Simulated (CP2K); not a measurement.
Two runs for the C K edge of hydroxycyclopropane. Run A: CP2K XAS_TDP, all-electron GAPW, PBEh(45%), aug-cc-pVDZ, TDA, no relativity. Run B differs in one setting.

First lines with a strength over 0.0015. A:

| atom | energy (eV) | states | strength, one atom |
| --- | --- | --- | --- |
| C2 (bonded to 2 C, O and H) | 285.12 | 1 | 0.0190 |
|  | 285.94 | 1 | 0.0078 |
|  | 286.23 | 1 | 0.0097 |
|  | 286.52 | 1 | 0.0088 |
|  | 286.57 | 1 | 0.0233 |
| C3 (bonded to 2 C and 2 H) | 284.02 | 1 | 0.0083 |
|  | 284.41 | 1 | 0.0107 |
|  | 284.57 | 1 | 0.0119 |
|  | 284.97 | 1 | 0.0032 |
|  | 285.27 | 1 | 0.0121 |

B:

```csv
atom,energy (eV),states,"strength, one atom"
"C2 (bonded to 2 C, O and H)",291.09,1,0.0186
,291.91,1,0.0077
,292.19,1,0.0095
,292.49,1,0.0086
,292.54,1,0.0229
C3 (bonded to 2 C and 2 H),290.06,1,0.0081
,290.44,1,0.0105
,290.60,1,0.0116
,291.00,1,0.0032
,291.30,1,0.0119
```

Which was it: scalar relativity switched on, the basis, the functional, GW2X switched on?

GW2X switched on. GW2X shifts an atom's lines together and keeps their spacings. Against PBEh(45%) in aug-cc-pVDZ, the leading lines move by +5.97 eV (C2, to 291.09) and +6.04 eV (C3, to 290.06).

[Banner, clock and machine lines of the logs are left out without a mark of their own.]

[Logs are printed without paths, hosts, clocks, repeated set-up lines and the standing remarks that a program may print on its own settings, such as how far it seeks lower states.]

[Hosts, paths, dates, database ids (printed as entryN), source tags and the programs' standing remarks are cut or masked in the printed files.]
